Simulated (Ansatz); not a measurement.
Planning a run of Ansatz 0.2.0 on SiO2 (Cristobalite). The input:

```yaml
crystal:
  lattice:
    - [4.982, 0.0, 0.0]
    - [0.0, 4.982, 0.0]
    - [0.0, 0.0, 6.963]
  atoms:
    - { symbol: Si, position: [0.29897, 0.29897, 0.0] }
    - { symbol: Si, position: [0.20103, 0.79897, 0.25] }
    - { symbol: Si, position: [0.70103, 0.70103, 0.5] }
    - { symbol: Si, position: [0.79897, 0.20103, 0.75] }
    - { symbol: O, position: [0.23989, 0.10347, 0.17813] }
    - { symbol: O, position: [0.39653, 0.73989, 0.42813] }
    - { symbol: O, position: [0.76011, 0.89653, 0.67813] }
    - { symbol: O, position: [0.60347, 0.26011, 0.92813] }
    - { symbol: O, position: [0.73989, 0.39653, 0.57187] }
    - { symbol: O, position: [0.89653, 0.76011, 0.32187] }
    - { symbol: O, position: [0.26011, 0.60347, 0.07187] }
    - { symbol: O, position: [0.10347, 0.23989, 0.82187] }
kpoints:
  mp_grid: { grid: [2, 2, 2] }
hamiltonian:
  xc: pbe
  pseudopotentials: { kind: all_electron }
scf:
  occupations: { method: fixed }
gw:
  n_empty_bands: 720
  ecut_chi: 150.0
  qp_bands: [v6, c3]
  qp_kpoints: [[0, 0, 0]]
  screening: { model: contour_deformation }
```

The database entry behind the starting cell lists a temperature of 340 K, so it need not match the best structure at ambient conditions.

```sh
ansatz run input.yaml --threads 2 --pin off --max-ram 73728MiB --backend cuda --events-out ev --progress --plain --runs-dir out --devices 1 --max-vram 13GiB
```

**Question.** Estimate wall time and host memory on 1 × NVIDIA H100 80GB HBM3 (shared by 6 runs) with 2 threads of AMD EPYC 7R13 (Zen 3), shared host.

It took 35 s; on shared hardware allow 18 s to 71 s. Peak host memory was 6.8 GiB. The sizes that set the cost: 53203 plane waves a state, 6 irreducible k points, 780 bands summed, 697 plane waves in the screening and 8 SCF cycles.

The screening grows as filled bands × empty bands × pairs of k points, times the square of the screening basis for the matrix.

[Paths, hosts, dates, memory and timing lines, banners, echoed tables and standing remarks are left out of the program output.]

[Logs are printed without paths, hosts, clocks, repeated set-up lines and the standing remarks that a program may print on its own settings, such as how far it seeks lower states.]

[Runs of the session that timed out or met a known fault of the program may be left out.]

[Cells called generated may have been cut or substituted from an entry of the Crystallography Open Database or the Materials Project.]

[Hosts, paths, dates, database ids (printed as entryN), source tags and the programs' standing remarks are cut or masked in the printed files.]
